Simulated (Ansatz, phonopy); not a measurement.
# How CaO (Lime, Fm-3m) expands on warming

How much does CaO (Lime) expand with temperature?

Measurements to reproduce:
- heat capacity C_P per formula unit 42.2 J/mol/K and bulk modulus 113 GPa near room temperature (given in “High-Throughput Prediction of Finite-Temperature Properties using the Quasi-Harmonic Approximation”, 2016, arXiv:1603.06924)

Main program and level: Ansatz 0.2.0; DFT r2SCAN, scalar-relativistic, plane waves, PAW.

Most raw output is cut from this account.

## (1) The structure

It takes space group Fm-3m (No. 225, cubic). The conventional cell has a = 4.813 Å, b = 4.813 Å, c = 4.813 Å, α = 90.00°, β = 90.00°, γ = 90.00°. Nearest to Ca lie 6 O at 2.41 Å. Nearest to O lie 6 Ca at 2.41 Å. Farther neighbours and most contacts between anions are not listed.

Coordinates:

```cif
data_structure
_symmetry_space_group_name_H-M 'P 1'
_symmetry_Int_Tables_number 1
_cell_length_a 3.4033
_cell_length_b 3.4033
_cell_length_c 3.4033
_cell_angle_alpha 60.000
_cell_angle_beta 60.000
_cell_angle_gamma 60.000
_cell_volume 27.87
loop_
_atom_site_label
_atom_site_type_symbol
_atom_site_fract_x
_atom_site_fract_y
_atom_site_fract_z
_atom_site_occupancy
Ca1 Ca 0.00000 0.00000 0.00000 1
O2 O 0.50000 0.50000 0.50000 1
```

## (2) A first coarse run

A cheap single point shows whether the cell is a metal or an insulator and how far it is from rest; that sets the k-mesh and the occupations of what follows.

input.yaml reads:

```yaml
crystal:
  lattice:
    - [0.0, 2.4065, 2.4065]
    - [2.4065, 0.0, 2.4065]
    - [2.4065, 2.4065, 0.0]
  atoms:
    - { symbol: Ca, position: [0.0, 0.0, 0.0] }
    - { symbol: O, position: [0.5, 0.5, 0.5] }
kpoints:
  mp_grid: { grid: [6, 6, 6] }
hamiltonian:
  xc: r2scan
scf:
  occupations: { method: gaussian, width: 0.1 }
  lower_state_search: "off"
output:
  forces: true
  stress: true
  eigenvalues: true
```

The run is started by

```console
> ansatz run input.yaml --threads 4 --pin off --max-ram 16384MiB --backend cpu --events-out ev --progress --plain --runs-dir out
```

Elapsed: 1.2 s, on 4 threads of Arm Neoverse V1, shared host; peak memory 0.33 GiB; 2.4 s of CPU time.

A gap read on the k-mesh alone can miss the band edges.

This step gave:

```yaml
pressure: -1.295 GPa
gap_on_the_k_mesh: 4.201 eV
volume_per_atom: 13.94 Å³/atom
```

The start is under -1.3 GPa at this level and looks like an insulator or semiconductor on this mesh.

## (3) Relaxation

Phonons are second derivatives about a minimum, so cell and atoms are relaxed first, inside the symmetry of the start.

input.yaml, the sections that differ from step 2:

```yaml
kpoints:
  mp_grid: { grid: [8, 8, 8] }
scf:
  occupations: { method: gaussian, width: 0.02 }
  lower_state_search: "off"
relax:
  adjacent_minimum: "off"
  f_tol: 0.005
  max_steps: 80
  cell: { stress_tol: 0.05 }
# crystal, hamiltonian, output: as in step 2
```

Run time: 2.8 s. Hardware: 4 threads; peak memory 0.35 GiB.

The steps of the relaxation:

```csv
step,energy less that of the first step (eV),largest force component (eV/Å),pressure (GPa),volume (Å³)
1,0.0000,0.0000,-1.29,27.87
2,-0.0013,0.0000,0.30,27.49
3,-0.0014,0.0000,-0.01,27.56
4*,-0.0013,0.0000,0.00,27.56
```

Relaxation steps marked * repeat the geometry before them on a plane-wave basis chosen anew for their cell, so energy and pressure can jump there.

The run keeps the 48 symmetry operations that it works with, so distortions that break them were not tested.

```csv
"conventional cell, symmetrised",before,after,change
a (Å),4.813,4.795,-0.4 %
b (Å),4.813,4.795,-0.4 %
c (Å),4.813,4.795,-0.4 %
volume (Å³/atom),13.94,13.78,-1.1 %
```

The relaxed structure:

```
Ca O
1.0
     0.00000    2.39745    2.39745
     2.39745    0.00000    2.39745
     2.39745    2.39745    0.00000
Ca O
1 1
Direct
  0.00000 0.00000 0.00000
  0.50000 0.50000 0.50000
```

This step gave:

```yaml
pressure: -0.003937 GPa
gap_on_the_k_mesh: 4.199 eV
volume_per_atom: 13.78 Å³/atom
```

The relaxation ends with a pressure of 0.00 GPa.

## (4) Tight relaxation

The relaxation is repeated with tighter thresholds on force and stress, since phonons are sensitive to what is left; a change of mesh or smearing in the input moves the cell too.

input.yaml, the sections that differ from step 3:

```yaml
crystal:
  lattice:
    - [0.0, 2.3974452296, 2.3974452296]
    - [2.3974452296, 0.0, 2.3974452296]
    - [2.3974452296, 2.3974452296, 0.0]
  atoms:
    - { symbol: Ca, position: [0.0, 0.0, 0.0] }
    - { symbol: O, position: [0.5, 0.5, 0.5] }
scf:
  occupations: { method: fixed }
  lower_state_search: "off"
relax:
  adjacent_minimum: "off"
  f_tol: 0.001
  max_steps: 60
  cell: { stress_tol: 0.01 }
# kpoints, hamiltonian, output: as in step 3
```

Elapsed: 1.5 s, on 4 threads; peak memory 0.35 GiB; 5 s of CPU time.

Little changed from the start: no atom moved by 0.005 Å and no cell edge by 0.1 %.

This step gave:

* pressure: -0.003938 GPa

The residual pressure is -0.0039 GPa, small enough for phonons.

## (5) Phonons on strained cells

Thermal expansion follows from how the free energy of the vibrations (and of the electrons in a metal) changes with strain, so the program makes strained cells, their phonons and a fit in one run.

input.yaml, the sections that differ from step 4:

```yaml
output:
  eigenvalues: true
phonons:
  method: dfpt
  qmesh: [4, 4, 4]
  temperatures: { t_max: 1200.0, t_step: 50 }
  thermal_expansion: {}
# crystal, kpoints, hamiltonian, scf: as in step 4
# relax: removed
```

It took 40 min on 4 threads; peak memory 3.6 GiB.

This step gave:

| Item | Value |
| --- | --- |
| pressure | -0.01667 GPa |
| volume expansion coefficient at 298 K | 36.80 1e-6/K |
| C_P at 298 K | 21.43 J/mol-atom/K |
| entropy at 298 K | 20.28 J/mol-atom/K |
| isothermal bulk modulus at 298 K | 108.9 GPa |
| Grüneisen parameter at 298 K | 1.601 |
| volume at 298 K | 13.98 Å³/atom |
| principal linear expansion coefficients at 298 K | 12.27, 12.27, 12.27 1e-6/K |

Strained cells of the study; zero-point energy where phonons were solved; the pressures are stresses at a fixed cutoff and can carry an offset from the finite basis. Expansion cells, by row:

```csv
cell,|a| (Å),|b| (Å),|c| (Å),V (Å³/atom),E - E_lowest (meV/atom),"pressure, compression positive (GPa)",gap (eV),zero-point energy (meV/atom)
1,3.39,3.39,3.39,13.78,0,-0.08,4.199,-
2,3.418,3.418,3.418,14.11,2.849,-2.728,4.203,-
3,3.364,3.364,3.364,13.45,2.881,2.858,4.192,-
4,3.391,3.391,3.391,13.78,0,-0.087,4.199,54.8
5,3.408,3.408,3.408,13.99,1.136,-1.777,4.202,53.56
6,3.432,3.432,3.432,14.29,6.452,-3.987,4.204,51.82
7,3.452,3.452,3.452,14.55,14.26,-5.712,4.204,50.33
8,3.473,3.473,3.473,14.81,24.97,-7.299,4.203,48.84
9,3.357,3.357,3.357,13.37,4.535,3.638,4.19,-
10,3.374,3.374,3.374,13.58,1.11,1.716,4.195,-
11,3.501,3.501,3.501,15.17,43.34,-9.199,4.199,-
```

Quasi-harmonic; a, b, c are the run's own cell vectors. Expansion, by row:

```csv
T (K),a (Å),b (Å),c (Å),alpha (deg),beta (deg),gamma (deg),cell volume (Å³/cell),alpha_a (1e-6/K),alpha_b (1e-6/K),alpha_c (1e-6/K),alpha_V (1e-6/K),C_P (J/mol-atom/K),C_V (J/mol-atom/K),S (J/mol-atom/K),B_T (GPa),B_S (GPa),Grueneisen,extrapolation,fit error (1e-6/K)
0,3.4,3.4,3.4,60,60,60,27.79,0,0,0,0,0,0,0,113.8,113.8,-,0,0
50,3.4,3.4,3.4,60,60,60,27.79,0.79,0.79,0.79,2.36,1.529,1.529,0.442,113.8,113.8,1.47,0,0
100,3.4,3.4,3.4,60,60,60,27.8,4.51,4.51,4.51,13.54,8.105,8.088,3.403,113.3,113.5,1.588,0,0
150,3.401,3.401,3.401,60,60,60,27.82,7.85,7.85,7.85,23.55,13.92,13.84,7.865,112.4,113,1.602,0,0.01
200,3.403,3.403,3.403,60,60,60,27.86,9.98,9.98,9.98,29.95,17.64,17.47,12.42,111.3,112.4,1.601,0,0.01
250,3.405,3.405,3.405,60,60,60,27.91,11.35,11.35,11.35,34.06,19.97,19.7,16.63,110.1,111.6,1.6,0,0.01
298.1,3.407,3.407,3.407,60,60,60,27.95,12.27,12.27,12.27,36.8,21.43,21.07,20.28,108.9,110.8,1.601,0,0.01
300,3.407,3.407,3.407,60,60,60,27.96,12.3,12.3,12.3,36.89,21.48,21.11,20.41,108.8,110.8,1.601,0,0.01
350,3.409,3.409,3.409,60,60,60,28.01,12.99,12.99,12.99,38.98,22.52,22.04,23.8,107.5,109.9,1.604,0,0.01
400,3.411,3.411,3.411,60,60,60,28.06,13.55,13.55,13.55,40.64,23.27,22.68,26.86,106.2,109,1.608,0,0.01
450,3.413,3.413,3.413,60,60,60,28.12,14.02,14.02,14.02,42.06,23.84,23.13,29.64,104.8,108,1.614,0,0.01
500,3.416,3.416,3.416,60,60,60,28.18,14.44,14.44,14.44,43.31,24.29,23.47,32.17,103.4,107,1.62,0,0.01
550,3.418,3.418,3.418,60,60,60,28.24,14.83,14.83,14.83,44.48,24.66,23.72,34.51,102,106,1.627,0,0.02
600,3.421,3.421,3.421,60,60,60,28.31,15.2,15.2,15.2,45.6,24.98,23.92,36.67,100.5,105,1.634,0,0.02
650,3.424,3.424,3.424,60,60,60,28.37,15.56,15.56,15.56,46.69,25.27,24.07,38.68,99.06,104,1.642,0,0.02
700,3.426,3.426,3.426,60,60,60,28.44,15.93,15.93,15.93,47.79,25.53,24.19,40.56,97.54,102.9,1.65,0,0.03
750,3.429,3.429,3.429,60,60,60,28.51,16.3,16.3,16.3,48.89,25.77,24.29,42.33,96,101.8,1.659,0,0.03
800,3.432,3.432,3.432,60,60,60,28.58,16.68,16.68,16.68,50.03,26,24.37,44,94.43,100.7,1.668,0,0.04
850,3.435,3.435,3.435,60,60,60,28.65,17.07,17.07,17.07,51.2,26.22,24.44,45.58,92.83,99.61,1.678,0,0.04
900,3.438,3.438,3.438,60,60,60,28.73,17.47,17.47,17.47,52.41,26.45,24.5,47.09,91.2,98.46,1.688,0,0.05
950,3.441,3.441,3.441,60,60,60,28.8,17.9,17.9,17.9,53.69,26.67,24.55,48.52,89.53,97.29,1.698,0,0.04
1000,3.444,3.444,3.444,60,60,60,28.88,18.34,18.34,18.34,55.03,26.9,24.59,49.9,87.83,96.1,1.71,0,0.04
1050,3.447,3.447,3.447,60,60,60,28.96,18.81,18.81,18.81,56.44,27.13,24.62,51.22,86.1,94.88,1.721,0,0.03
1100,3.45,3.45,3.45,60,60,60,29.04,19.31,19.31,19.31,57.94,27.38,24.65,52.48,84.33,93.64,1.733,0,0.02
1150,3.454,3.454,3.454,60,60,60,29.13,19.85,19.85,19.85,59.54,27.63,24.68,53.71,82.51,92.38,1.746,0,0.04
1200,3.457,3.457,3.457,60,60,60,29.22,20.42,20.42,20.42,61.25,27.9,24.7,54.89,80.66,91.09,1.759,0,0.09
```

Expansion coefficient against temperature; values in 1e-6/K:

```csv
temperature (K),volume,principal 1
0,0,0
50,2.36,0.79
100,13.5,4.51
150,23.6,7.85
200,29.9,9.98
250,34.1,11.3
298,36.8,12.3
300,36.9,12.3
350,39.0,13.0
400,40.6,13.6
450,42.1,14.0
500,43.3,14.4
550,44.5,14.8
600,45.6,15.2
650,46.7,15.6
700,47.8,15.9
750,48.9,16.3
800,50.0,16.7
850,51.2,17.1
900,52.4,17.5
950,53.7,17.9
1000,55.0,18.3
1050,56.4,18.8
1100,57.9,19.3
1150,59.5,19.9
1200,61.2,20.4
```

At 298 K the volume expansion is 36.8 × 10⁻⁶/K and B_T is 109 GPa. The program raised the cutoff to 580 eV by itself: with no cutoff typed, the study takes about 1.16 times the default for its relaxations and scales it with the volume for the phonons.

## (6) Quasi-harmonic fit by phonopy

This step: DFT r2SCAN, scalar-relativistic, plane waves, PAW (phonopy 4.10.0).

This step gave:

```
volume expansion coefficient at 300 K : 36.74 1e-6/K
isothermal bulk modulus at 300 K      : 108.9 GPa
C_P at 300 K                          : 21.51 J/mol-atom/K
Grüneisen parameter at 300 K          : 1.596
```

Energy (each curve on its own zero) against volume; values in meV/atom:

```csv
volume (Å³/atom),static,F at 0 K,F at 300 K,F at 1200 K
13.781,0,2.93,5.17,18.2
13.989,1.14,2.83,4.2,12
14.288,6.45,6.4,6.45,6.53
14.549,14.3,12.7,11.6,4.72
14.814,25.0,21.9,19.4,5.37
```

Phonopy-qha, vinet fit of F(V) at each temperature. Qha vinet, by row:

```csv
T (K),fitted volume (Å³/atom),alpha_V (1e-6/K),B_T (GPa),C_P (J/mol-atom/K),Grueneisen
100,13.9,13.25,113.3,7.756,1.554
150,13.91,22.93,112.4,13.73,1.561
200,13.93,29.57,111.3,17.59,1.581
250,13.95,33.84,110.2,19.97,1.59
300,13.98,36.74,108.9,21.51,1.596
350,14,38.88,107.6,22.55,1.601
400,14.03,40.57,106.3,23.3,1.607
450,14.06,42,104.9,23.87,1.613
500,14.09,43.26,103.5,24.32,1.619
550,14.12,44.44,102.1,24.69,1.626
600,14.15,45.56,100.6,25.01,1.634
650,14.19,46.65,99.13,25.29,1.642
700,14.22,47.75,97.62,25.54,1.65
750,14.25,48.86,96.08,25.78,1.659
800,14.29,50,94.51,26.01,1.668
850,14.33,51.17,92.9,26.24,1.678
900,14.36,52.39,91.27,26.46,1.688
950,14.4,53.66,89.61,26.68,1.699
1000,14.44,55,87.91,26.91,1.71
1050,14.48,56.41,86.18,27.14,1.722
1100,14.52,57.9,84.42,27.38,1.734
1150,14.56,59.49,82.62,27.63,1.747
```

Volume expansion coefficient against temperature; values in 1e-6/K:

```csv
temperature (K),"phonopy-qha, Vinet",Ansatz's own study
100,13.2,13.5
150,22.9,23.6
200,29.6,29.9
250,33.8,34.1
300,36.7,36.9
350,38.9,39.0
400,40.6,40.6
450,42,42.1
500,43.3,43.3
550,44.4,44.5
600,45.6,45.6
650,46.6,46.7
700,47.8,47.8
750,48.9,48.9
800,50,50.0
850,51.2,51.2
900,52.4,52.4
950,53.7,53.7
1000,55,55.0
1050,56.4,56.4
1100,57.9,57.9
1150,59.5,59.5
```

The fit gives a volume expansion of 36.7 × 10⁻⁶/K at 300 K, against 36.8 at 298 K from the study itself, whose static fit uses more cells.

## (7) Results

```
settings of these figures                        : r2SCAN, 580 eV, k 8×8×8, q 4×4×4
volume expansion coefficient at 298 K            : 36.80 1e-6/K
C_P at 298 K                                     : 21.43 J/mol-atom/K
entropy at 298 K                                 : 20.28 J/mol-atom/K
isothermal bulk modulus at 298 K                 : 108.9 GPa
Grüneisen parameter at 298 K                     : 1.601
volume at 298 K                                  : 13.98 Å³/atom
principal linear expansion coefficients at 298 K : 12.27, 12.27, 12.27 1e-6/K
```

**Reading.** Near room temperature CaO (Lime) expands by 36.8 × 10⁻⁶/K in volume by r2SCAN, with C_P = 21.4 J/(mol K) per mole of atoms and B_T = 109 GPa. C_P at room temperature is 86 % of the classical 3R an atom, so the stiffest modes are still partly frozen out. A measured bulk modulus near room temperature is 113 GPa (arXiv:1603.06924); the calculated 109 GPa differs by -4 %. The table does not say whether its value is isothermal or adiabatic. A measured heat capacity per formula unit near room temperature is 42.2 J/mol/K (arXiv:1603.06924); the calculated 42.9 J/mol/K differs by +2 %. The PAW files were made for PBE and are used here under another functional, for which the program regenerates the frozen cores.

[Logs are printed without paths, hosts, clocks, repeated set-up lines and the standing remarks that a program may print on its own settings, such as how far it seeks lower states.]

[Hosts, paths, dates, database ids (printed as entryN), source tags and the programs' standing remarks are cut or masked in the printed files.]

[A step with changed settings may run another functional than the one named; its input shows which.]
